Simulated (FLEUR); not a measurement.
# Fixed-spin-moment curve of CrIr3 with FLEUR, part 2 of 2

Wanted: E(M) for CrIr3, with its minima.

FLEUR MaX-R8.1; PBEsol; all-electron FLAPW, Dirac cores, scalar-relativistic bands.

So far, magnetization (μB): step 2 (the free run) 1.21; step 4 (with continued, fixed moment 1.131 μB a cell) 1.13.

## (5) Moment fixed at 1.357 μB

inp.xml reads:

```
<?xml version="1.0" encoding="UTF-8" standalone="no"?>
<fleurInput fleurInputVersion="0.39">
   <comment>
      CrIr3
   </comment>
   <calculationSetup>
      <cutoffs Kmax="3.6" Gmax="10.8" GmaxXC="10.8" numbands="0"/>
      <scfLoop itmax="90" minDistance="0.00002" maxIterBroyd="15" imix="Anderson" alpha="0.05" precondParam="0.0" spinf="2.0" sdNocoIR="T"/>
      <coreElectrons ctail="T" frcor="F" kcrel="0" coretail_lmax="0"/>
      <xcFunctional name="PBEs" relativisticCorrections="F"/>
      <magnetism jspins="2" fixed_moment="1.357"/>
      <soc l_soc="F" theta="0.0" phi="0.0" spav="F"/>
      <expertModes spex="0" secvar="F"/>
      <geometryOptimization l_f="F" forcealpha="1.0" forcemix="BFGS" epsdisp="0.00001" epsforce="0.00001"/>
      <ldaU l_linMix="F" mixParam="0.05" spinf="1.0"/>
   </calculationSetup>
   <cell>
      <bzIntegration valenceElectrons="59.0" mode="hist" fermiSmearingEnergy="0.00110248">
         <kPointListSelection listName="default-1"/>
         <xi:include xmlns:xi="http://www.w3.org/2001/XInclude" href="kpts.xml"> </xi:include>
      </bzIntegration>
      <xi:include xmlns:xi="http://www.w3.org/2001/XInclude" href="sym.xml"> </xi:include>
      <bulkLattice scale="1.0">
         <bravaisMatrix>
            <row-1>    7.2076751127272773     0.0000000000000000     0.0000000000000000</row-1>
            <row-2>    0.0000000000000000     7.2076751127272773     0.0000000000000000</row-2>
            <row-3>    0.0000000000000000     0.0000000000000000     7.2076751127272773</row-3>
         </bravaisMatrix>
      </bulkLattice>
   </cell>
   <atomSpecies>
      <species name="Chromium (2.500" element="Cr" atomicNumber="24">
         <mtSphere radius="2.48" gridPoints="819" logIncrement="0.015"/>
         <atomicCutoffs lmax="10" lnonsphr="8"/>
         <electronConfig flipSpins="F">
            <coreConfig>(1s1/2) (2s1/2) (2p1/2) (2p3/2)</coreConfig>
            <valenceConfig>(3s1/2) (3p1/2) (3p3/2) (4s1/2) (3d3/2) (3d5/2)</valenceConfig>
            <stateOccupation state="(4s1/2)" spinUp="0.5" spinDown="0.5"/>
            <stateOccupation state="(3d3/2)" spinUp="1.0" spinDown="1.0"/>
            <stateOccupation state="(3d5/2)" spinUp="2.75" spinDown="0.25"/>
         </electronConfig>
         <energyParameters s="4" p="4" d="3" f="4"/>
         <lo type="SCLO" l="0" n="3" eDeriv="0"/>
         <lo type="SCLO" l="1" n="3" eDeriv="0"/>
      </species>
      <species name="Iridium (Ir)" element="Ir" atomicNumber="77">
         <mtSphere radius="2.48" gridPoints="819" logIncrement="0.016"/>
         <atomicCutoffs lmax="10" lnonsphr="8"/>
         <electronConfig flipSpins="F">
            <coreConfig>(1s1/2) (2s1/2) (2p1/2) (2p3/2) (3s1/2) (3p1/2) (3p3/2) (4s1/2) (3d3/2) (3d5/2) (4p1/2) (4p3/2) (5s1/2) (4d3/2) (4d5/2) (4f5/2) (4f7/2)</coreConfig>
            <valenceConfig>(5p1/2) (5p3/2) (6s1/2) (5d3/2) (5d5/2)</valenceConfig>
            <stateOccupation state="(5d3/2)" spinUp="1.400000" spinDown="1.400000"/>
            <stateOccupation state="(5d5/2)" spinUp="2.100000" spinDown="2.100000"/>
         </electronConfig>
         <energyParameters s="6" p="6" d="5" f="5"/>
         <lo type="SCLO" l="1" n="5" eDeriv="0"/>
      </species>
   </atomSpecies>
   <atomGroups>
      <atomGroup species="Chromium (2.500">
         <relPos label="                   1">.0000000000 .0000000000 .0000000000</relPos>
         <force calculate="T" relaxXYZ="TTT"/>
      </atomGroup>
      <atomGroup species="Iridium (Ir)">
         <relPos label="                   2">.0000000000 1.000/2.000 1.000/2.000</relPos>
         <relPos label="                   3">1.000/2.000 1.000/2.000 .0000000000</relPos>
         <relPos label="                   4">1.000/2.000 .0000000000 1.000/2.000</relPos>
         <force calculate="T" relaxXYZ="TTT"/>
      </atomGroup>
   </atomGroups>
   <output dos="F" band="F" slice="F">
      <bandDOS minEnergy="-.5*Htr" maxEnergy="0.5*Htr" sigma="0.015" storeEVData="T"/>
      <plotting iplot="0" polar="F">
         <plot TwoD="T" vec1="  1.0  0.0  0.0" vec2="  0.0  1.0  0.0" vec3="  0.0  0.0  1.0" zero="  0.0  0.0  0.0" file="plot"/>
      </plotting>
      <moessbauerParams electricFieldGradient="F" isomerShift="F" coreHyperfine="F" valenceHyperfine="F"/>
   </output>
</fleurInput>
```

Command:

```console
> OMP_NUM_THREADS=1 mpirun -n 4 fleur_MPI > fleur.log
```

What it wrote:

```text
[banner, memory and clock lines left out]
Welcome to FLEUR        (www.flapw.de)
      MaX-Release 8.1          (www.max-centre.eu)

 ========== k-point set info ==========
 Selected k-point list: default-1
 k-point list type: mesh
 0 x 0 x 0
 Number of k points: 36

 [... set-up left out ...]
 Iteration:     1   Distance:       0.79547630 me/bohr^3
 Iteration:     2   Distance:       0.72363363 me/bohr^3
 Iteration:     3   Distance:       0.64683501 me/bohr^3
 Iteration:     4   Distance:       0.08575499 me/bohr^3
 Iteration:     5   Distance:       0.07637378 me/bohr^3
[...]
<sumOfEigenvalues value="   -33447.7301894679">
               <coreElectrons value="-33427.3250093900"/>
               <valenceElectrons value="-20.4051800779"/>
            </sumOfEigenvalues>
         [... left out ...]
            <freeEnergy value="-54609.1975317214"/>
            <extrapolationTo0K value="-54609.1973759826"/>
         </totalEnergy>
         <densityConvergence units="me/bohr^3">
            <chargeDensity spin="1" distance="0.0000111297"/>
            <chargeDensity spin="2" distance="0.0000109800"/>
            <overallChargeDensity distance="0.0000134267"/>
            <spinDensity distance="0.0000175667"/>
         </densityConvergence>
      </iteration>
```

It took 31 s on 4 MPI ranks of Intel Xeon 6975P-C (Granite Rapids), shared host; peak memory 0.29 GiB; 2 min of CPU time.

This step gave:

* magnetization: 1.357 μB

Its energy lies +4.9 meV a cell from the free run's.

## (6) Moment fixed at 0.905 μB

Changes to inp.xml since step 5:

```diff
@@ -10,3 +10,3 @@
       <xcFunctional name="PBEs" relativisticCorrections="F"/>
-      <magnetism jspins="2" fixed_moment="1.357"/>
+      <magnetism jspins="2" fixed_moment="0.905"/>
       <soc l_soc="F" theta="0.0" phi="0.0" spav="F"/>
```

What it wrote:

```text
[banner, memory and clock lines left out]
Welcome to FLEUR        (www.flapw.de)
      MaX-Release 8.1          (www.max-centre.eu)

 ========== k-point set info ==========
 Selected k-point list: default-1
 k-point list type: mesh
 0 x 0 x 0
 Number of k points: 36

 [... set-up left out ...]
 Iteration:     1   Distance:       1.66009577 me/bohr^3
 Iteration:     2   Distance:       1.50607005 me/bohr^3
 Iteration:     3   Distance:       1.39130044 me/bohr^3
 Iteration:     4   Distance:       0.26161587 me/bohr^3
 Iteration:     5   Distance:       0.15210238 me/bohr^3
[...]
<sumOfEigenvalues value="   -33447.7818687399">
               <coreElectrons value="-33427.3544917641"/>
               <valenceElectrons value="-20.4273769758"/>
            </sumOfEigenvalues>
         [... left out ...]
            <freeEnergy value="-54609.1968158560"/>
            <extrapolationTo0K value="-54609.1966194785"/>
         </totalEnergy>
         <densityConvergence units="me/bohr^3">
            <chargeDensity spin="1" distance="0.0000107335"/>
            <chargeDensity spin="2" distance="0.0000067179"/>
            <overallChargeDensity distance="0.0000113169"/>
            <spinDensity distance="0.0000138783"/>
         </densityConvergence>
      </iteration>
```

It took 37 s on 4 MPI ranks; peak memory 0.28 GiB.

This step gave:

```
magnetization : 0.905 μB
```

Its energy lies +24.4 meV a cell from the free run's.

## (7) An attempt with other settings

An input with a fault is tried, to see how the program answers.

inp.xml reads:

```
<?xml version="1.0" encoding="UTF-8" standalone="no"?>
<fleurInput fleurInputVersion="0.39">
   <comment>
      CrIr3
   </comment>
   <calculationSetup>
      <cutoffs Kmax="3.6" Gmax="10.8" GmaxXC="10.8" numbands="0"/>
      <scfLoop itmax="75" minDistance="0.00002" maxIterBroyd="15" imix="Anderson" alpha="0.05" precondParam="0.0" spinf="2.0" sdNocoIR="T"/>
      <coreElectrons ctail="T" frcor="F" kcrel="0" coretail_lmax="0"/>
      <xcFunctional name="PBEs" relativisticCorrections="F"/>
      <magnetism jspins="2"/>
      <soc l_soc="F" theta="0.0" phi="0.0" spav="F"/>
      <expertModes spex="0" secvar="F"/>
      <geometryOptimization l_f="F" forcealpha="1.0" forcemix="BFGS" epsdisp="0.00001" epsforce="0.00001"/>
      <ldaU l_linMix="F" mixParam="0.05" spinf="1.0"/>
   </calculationSetup>
   <cell>
      <bzIntegration valenceElectrons="57.0" mode="hist" fermiSmearingEnergy="0.00110248">
         <kPointListSelection listName="default-1"/>
         <xi:include xmlns:xi="http://www.w3.org/2001/XInclude" href="kpts.xml"> </xi:include>
      </bzIntegration>
      <xi:include xmlns:xi="http://www.w3.org/2001/XInclude" href="sym.xml"> </xi:include>
      <bulkLattice scale="1.0">
         <bravaisMatrix>
            <row-1>    7.2076751127272773     0.0000000000000000     0.0000000000000000</row-1>
            <row-2>    0.0000000000000000     7.2076751127272773     0.0000000000000000</row-2>
            <row-3>    0.0000000000000000     0.0000000000000000     7.2076751127272773</row-3>
         </bravaisMatrix>
      </bulkLattice>
   </cell>
   <atomSpecies>
      <species name="Chromium (2.500" element="Cr" atomicNumber="24">
         <mtSphere radius="2.48" gridPoints="819" logIncrement="0.015"/>
         <atomicCutoffs lmax="10" lnonsphr="8"/>
         <electronConfig flipSpins="F">
            <coreConfig>(1s1/2) (2s1/2) (2p1/2) (2p3/2)</coreConfig>
            <valenceConfig>(3s1/2) (3p1/2) (3p3/2) (4s1/2) (3d3/2) (3d5/2)</valenceConfig>
            <stateOccupation state="(4s1/2)" spinUp="0.5" spinDown="0.5"/>
            <stateOccupation state="(3d3/2)" spinUp="1.0" spinDown="1.0"/>
            <stateOccupation state="(3d5/2)" spinUp="2.75" spinDown="0.25"/>
         </electronConfig>
         <energyParameters s="4" p="4" d="3" f="4"/>
         <lo type="SCLO" l="0" n="3" eDeriv="0"/>
         <lo type="SCLO" l="1" n="3" eDeriv="0"/>
      </species>
      <species name="Iridium (Ir)" element="Ir" atomicNumber="77">
         <mtSphere radius="2.48" gridPoints="819" logIncrement="0.016"/>
         <atomicCutoffs lmax="10" lnonsphr="8"/>
         <electronConfig flipSpins="F">
            <coreConfig>(1s1/2) (2s1/2) (2p1/2) (2p3/2) (3s1/2) (3p1/2) (3p3/2) (4s1/2) (3d3/2) (3d5/2) (4p1/2) (4p3/2) (5s1/2) (4d3/2) (4d5/2) (4f5/2) (4f7/2)</coreConfig>
            <valenceConfig>(5p1/2) (5p3/2) (6s1/2) (5d3/2) (5d5/2)</valenceConfig>
            <stateOccupation state="(5d3/2)" spinUp="1.400000" spinDown="1.400000"/>
            <stateOccupation state="(5d5/2)" spinUp="2.100000" spinDown="2.100000"/>
         </electronConfig>
         <energyParameters s="6" p="6" d="5" f="5"/>
         <lo type="SCLO" l="1" n="5" eDeriv="0"/>
      </species>
   </atomSpecies>
   <atomGroups>
      <atomGroup species="Chromium (2.500">
         <relPos label="                   1">.0000000000 .0000000000 .0000000000</relPos>
         <force calculate="T" relaxXYZ="TTT"/>
      </atomGroup>
      <atomGroup species="Iridium (Ir)">
         <relPos label="                   2">.0000000000 1.000/2.000 1.000/2.000</relPos>
         <relPos label="                   3">1.000/2.000 1.000/2.000 .0000000000</relPos>
         <relPos label="                   4">1.000/2.000 .0000000000 1.000/2.000</relPos>
         <force calculate="T" relaxXYZ="TTT"/>
      </atomGroup>
   </atomGroups>
   <output dos="F" band="F" slice="F">
      <bandDOS minEnergy="-.5*Htr" maxEnergy="0.5*Htr" sigma="0.015" storeEVData="T"/>
      <plotting iplot="0" polar="F">
         <plot TwoD="T" vec1="  1.0  0.0  0.0" vec2="  0.0  1.0  0.0" vec3="  0.0  0.0  1.0" zero="  0.0  0.0  0.0" file="plot"/>
      </plotting>
      <moessbauerParams electricFieldGradient="F" isomerShift="F" coreHyperfine="F" valenceHyperfine="F"/>
   </output>
</fleurInput>
```

crystal.txt reads:

```
CrIr3
&input film=F cartesian=F /
3.81413741330  0.00000000000  0.00000000000
0.00000000000  3.81413741330  0.00000000000
0.00000000000  0.00000000000  3.81413741330
1.8897261246
1.0 1.0 1.0

4
24 0.00000000000  0.00000000000  0.00000000000 : 2.500
77 0.00000000000  0.50000000000  0.50000000000
77 0.50000000000  0.50000000000  0.00000000000
77 0.50000000000  0.00000000000  0.50000000000

&kpt div1=8 div2=8 div3=8 gamma=T /
```

Command:

```console
> OMP_NUM_THREADS=1 inpgen -f crystal.txt > inpgen.log  # inp.xml is then edited as shown
> OMP_NUM_THREADS=1 mpirun -n 4 fleur_MPI > fleur.log
```

What it wrote:

```text
[banner, memory and clock lines left out]
Welcome to FLEUR        (www.flapw.de)
      MaX-Release 8.1          (www.max-centre.eu)

 ========== k-point set info ==========
 Selected k-point list: default-1
 k-point list type: mesh
 0 x 0 x 0
 Number of k points: 36

 ------------Calculation Setup---------------------------
 Number of PE/node        :            4
 Number of OMP-threads    :            1
 k-points in parallel     :            4
 pe's per k-point         :            1
 No of k-point loops      :            9
 Eigenvalue solver        :       lapack
 Number of basis functions:          329
 Approximate size of matrices (H+S) per k-point:         0.002 GB
************FLEUR-Warning*****************
Error message: Starting density not charge neutral
Error occurred in subroutine: stden.f90
Hint: Your electronic configuration might be broken
Error from PE:0/4
*****************************************
Warnings not ignored. To make the warning nonfatal create a file 'JUDFT_WARN_ONLY' in the working directory or start FLEUR with the -warn_only command line option.
Memory (rank 0): 0.036 GB (peak 0.029 GB)
```

Wall time 3.3 s (4 MPI ranks); peak memory 0.14 GiB.

The run ended with an error.

The program's message: “Starting density not charge neutral”

The fault in the input: two valence electrons too few.

valenceElectrons must match the valence configurations of all atoms.

## (8) E(M)

The other moments were run in the same way.

The energy over the lowest by total spin moment:

| total spin moment (μB a cell) | energy over the lowest (meV a cell) |
| --- | --- |
| 0.000 | 181 |
| 0.226 | 154 |
| 0.452 | 107 |
| 0.678 | 58.5 |
| 0.905 | 24.4 |
| 1.131 | 1.87 |
| 1.209 | 0 |
| 1.357 | 4.95 |
| 1.583 | 24.6 |
| 1.809 | 62.5 |

The moment, largest sphere moment by total spin moment:

| total spin moment (μB a cell) | moment, largest sphere moment (μB) |
| --- | --- |
| 0.000 | 0 |
| 0.226 | 0.829 |
| 0.452 | 1.21 |
| 0.678 | 1.42 |
| 0.905 | 1.57 |
| 1.131 | 1.69 |
| 1.209 | 1.71 |
| 1.357 | 1.77 |
| 1.583 | 1.83 |
| 1.809 | 1.88 |

## (9) Summary of results

```yaml
moment_of_the_free_run: 1.21 μB a cell
moment_of_the_lowest_point: 1.21 μB a cell
energy_of_the_spinless_run: 181 meV a cell over the lowest
```

The lowest point lies 181 meV a cell under the spinless run, in free energy at a smearing of 0.03 eV. The point at zero is the spinless run. Opposed orders, which also have no total moment, were not run.

[Logs and program files are shortened in this print: banners, set-up blocks, solver, clock and traceback lines can be left out without a mark of their own.]

[Logs are printed without paths, hosts, clocks, repeated set-up lines and the standing remarks that a program may print on its own settings, such as how far it seeks lower states.]

[Hosts, paths, dates, database ids (printed as entryN), source tags and the programs' standing remarks are cut or masked in the printed files.]

[Where a cell is said to come from a database of computed structures, the database is the Materials Project.]
